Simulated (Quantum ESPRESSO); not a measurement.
# NaF (Villiaumite): from Born charge to LO-TO splitting

How high does the longitudinal optical mode of NaF (Villiaumite) lie, given the transverse one, the Born charge and ε∞?

Main program and level: Quantum ESPRESSO 7.5; DFT LDA, scalar-relativistic, plane waves, PseudoDojo norm-conserving pseudopotentials.

The database entry behind the starting cell differs from later determinations by our own check (0.1 to 0.3 % short, probably kX units), so it need not match the best structure at ambient conditions.

### 1. The relaxed structure

It takes space group Fm-3m (No. 225, cubic). Conventional cell: a = 4.502 Å, b = 4.502 Å, c = 4.502 Å, α = 90.00°, β = 90.00°, γ = 90.00°. Nearest to Na lie 6 F at 2.25 Å. F has 6 Na at 2.25 Å nearest. Farther neighbours and most contacts between anions are not listed.

Coordinates:

```xyz
2
Lattice="0.0000 2.2512 2.2512 2.2512 0.0000 2.2512 2.2512 2.2512 0.0000" Properties=species:S:1:pos:R:3 pbc="T T T"
Na    0.0000    0.0000    0.0000
F     2.2512    2.2512    2.2512
```

This is the cell after its relaxation at this level of theory, not the database cell from which that began.

### 2. What the response run gave

A linear-response run on the relaxed cell, with the response to an electric field; only its zone-centre results are used. Cutoff 88 Ry, k mesh 8×8×8.

Log:

```text
[banners, grids, parts of the stress and lines that vanish by symmetry left out]
Program PHONON v.7.5
     Reading xml data from directory:

[...]
Exchange-correlation= PW
                           (   1   4   0   0   0   0   0)
[...]
kinetic-energy cut-off    =      88.0000  Ry
     charge density cut-off    =     352.0000  Ry
     convergence threshold     =      1.0E-18
[...]
Exchange-correlation= PW
                           (   1   4   0   0   0   0   0)
[...]
q = (   0.0000000   0.0000000   0.0000000 )
     49 Sym.Ops. (with q -> -q+G )
     G cutoff =  322.7360  (  17153 G-vectors)     FFT grid: ( 36, 36, 36)
     number of k points=    29
[...]
Mode symmetry, O_h (m-3m)  point group:
[...]
Dielectric constant
[...]
End of electric fields calculation
          Dielectric constant in cartesian axis
          (       1.930607847      -0.000000000      -0.000000000 )
          (      -0.000000000       1.930607847      -0.000000000 )
          (      -0.000000000      -0.000000000       1.930607847 )
          Effective charges (d Force / dE) in cartesian axis without acoustic sum rule applied (asr)
           atom    1  Na    Mean Z*:        0.99910
      Ex  (        0.99910        0.00000       -0.00000 )
      Ey  (        0.00000        0.99910       -0.00000 )
      Ez  (       -0.00000       -0.00000        0.99910 )
           atom    2  F     Mean Z*:       -0.99841
      Ex  (       -0.99841        0.00000       -0.00000 )
      Ey  (        0.00000       -0.99841       -0.00000 )
      Ez  (       -0.00000       -0.00000       -0.99841 )
          Effective charges Sum: Mean:        0.00069
[...]
Effective charges (d Force / dE) in cartesian axis with asr applied:
           atom    1  Na    Mean Z*:        0.99875
[...]
atom    2  F     Mean Z*:       -0.99875
[...]
Representation #   1 modes #   1   2   3
[...]
End of self-consistent calculation
     Convergence has been achieved
     Representation #   2 modes #   4   5   6
[...]
End of self-consistent calculation
     Convergence has been achieved
[...]
Dielectric constant in cartesian axis
          (       1.930607847      -0.000000000      -0.000000000 )
          (      -0.000000000       1.930607847      -0.000000000 )
          (      -0.000000000      -0.000000000       1.930607847 )
          Effective charges (d Force / dE) in cartesian axis without acoustic sum rule applied (asr)
           atom    1  Na    Mean Z*:        0.99910
      Ex  (        0.99910        0.00000       -0.00000 )
      Ey  (        0.00000        0.99910       -0.00000 )
      Ez  (       -0.00000       -0.00000        0.99910 )
           atom    2  F     Mean Z*:       -0.99841
      Ex  (       -0.99841        0.00000       -0.00000 )
      Ey  (        0.00000       -0.99841       -0.00000 )
      Ez  (       -0.00000       -0.00000       -0.99841 )
          Effective charges Sum: Mean:        0.00069
[...]
Effective charges (d Force / dE) in cartesian axis with asr applied:
           atom    1  Na    Mean Z*:        0.99875
[...]
atom    2  F     Mean Z*:       -0.99875
[...]
q = (    0.000000000   0.000000000   0.000000000 )
[...]
freq (    1) =       0.191278 [THz] =       6.380357 [cm-1]
     freq (    2) =       0.191278 [THz] =       6.380357 [cm-1]
     freq (    3) =       0.191278 [THz] =       6.380357 [cm-1]
     freq (    4) =       8.273752 [THz] =     275.982644 [cm-1]
     freq (    5) =       8.273752 [THz] =     275.982644 [cm-1]
     freq (    6) =       8.273752 [THz] =     275.982644 [cm-1]
[...]
Mode symmetry, O_h (m-3m)  point group:
     freq (   1-   3) =          6.4  [cm-1]   --> T_1u G_15  G_4- I
     freq (   4-   6) =        276.0  [cm-1]   --> T_1u G_15  G_4- I

   JOB DONE.
```

| quantity | value |
| --- | --- |
| cell volume Ω (Å³) | 22.818 |
| mass of Na (u) | 22.990 |
| mass of F (u) | 18.998 |
| Born charge of Na, raw (e) | 0.999 |
| Born charge of F, raw (e) | -0.998 |
| ε∞ | 1.931 |
| ω(TO) after the sum rule (cm⁻¹) | 275.9 |

### 3. The calculation

The charges must sum to zero over the cell; taking off their mean, 0.000 e, leaves Z* = 0.999 e on Na. In the polar mode Na moves against F, so the reduced mass is μ = 22.99 × 19.00 / 41.99 = 10.402 u.

A longitudinal wave builds up a field that adds to the restoring force: ω(LO)² = ω(TO)² + 4π Z*² / (μ Ω ε∞), in Hartree atomic units. With μ = 18962 electron masses and Ω = 153.99 bohr³ the second term is 2.2236e-06 Ha², or 107111 cm⁻² (1 Ha = 219474.6 cm⁻¹).

So ω(LO) = √(76137 + 107111) = 428.1 cm⁻¹, and by the Lyddane-Sachs-Teller relation ε₀ = ε∞ (ω(LO)/ω(TO))² = 4.65.

### 4. Check against the program

The analysis program adds the same non-analytic term to the full matrix, here for q along (1 0 0).

Log:

```text
[banner, memory and clock lines left out]
Program DYNMAT v.7.5

     Reading Dynamical Matrix from file g.dyn
     ...Force constants read
     ...epsilon and Z* read

     Polarizability (A^3 units)
     multiply by 0.763241 for Clausius-Mossotti correction
         1.689826   -0.000000   -0.000000
        -0.000000    1.689826   -0.000000
        -0.000000   -0.000000    1.689826

     IR activities are in (D/A)^2/amu units

# mode   [cm-1]    [THz]      IR
    1      0.00    0.0000    0.0000
    2      0.00    0.0000    0.0000
    3      0.00    0.0000    0.0000
    4    275.93    8.2721    2.2124
    5    275.93    8.2721    2.2124
    6    428.07   12.8333    2.2124
```

ε₀ comes from the program's run without a direction of q.

| quantity | by hand | program |
| --- | --- | --- |
| ω(LO) (cm⁻¹) | 428.1 | 428.1 |
| ε₀ | 4.65 | 4.65 |

### 5. What came out

- TO mode: 275.9 cm⁻¹
- LO mode: 428.1 cm⁻¹
- static dielectric constant: 4.647

The LO mode of NaF (Villiaumite) lies at 428 cm⁻¹, 152 cm⁻¹ above the TO mode; the formula meets the program within 0.1 cm⁻¹, as it must for a cubic crystal with one polar mode. ω(LO)² − ω(TO)² goes with Z*²/ε∞: an error of 5 % in ε∞ would move the LO mode by 6.0 cm⁻¹, and semilocal functionals tend to overestimate ε∞. These are harmonic values at zero temperature, at the volume of this functional, for the structure held cubic; stability elsewhere in the zone is no part of this calculation.

[Host names and launcher messages were left out of these logs when they were recorded.]

[Logs are printed without paths, hosts, clocks, repeated set-up lines and the standing remarks that a program may print on its own settings, such as how far it seeks lower states.]

[Hosts, paths, dates, database ids (printed as entryN), source tags and the programs' standing remarks are cut or masked in the printed files.]
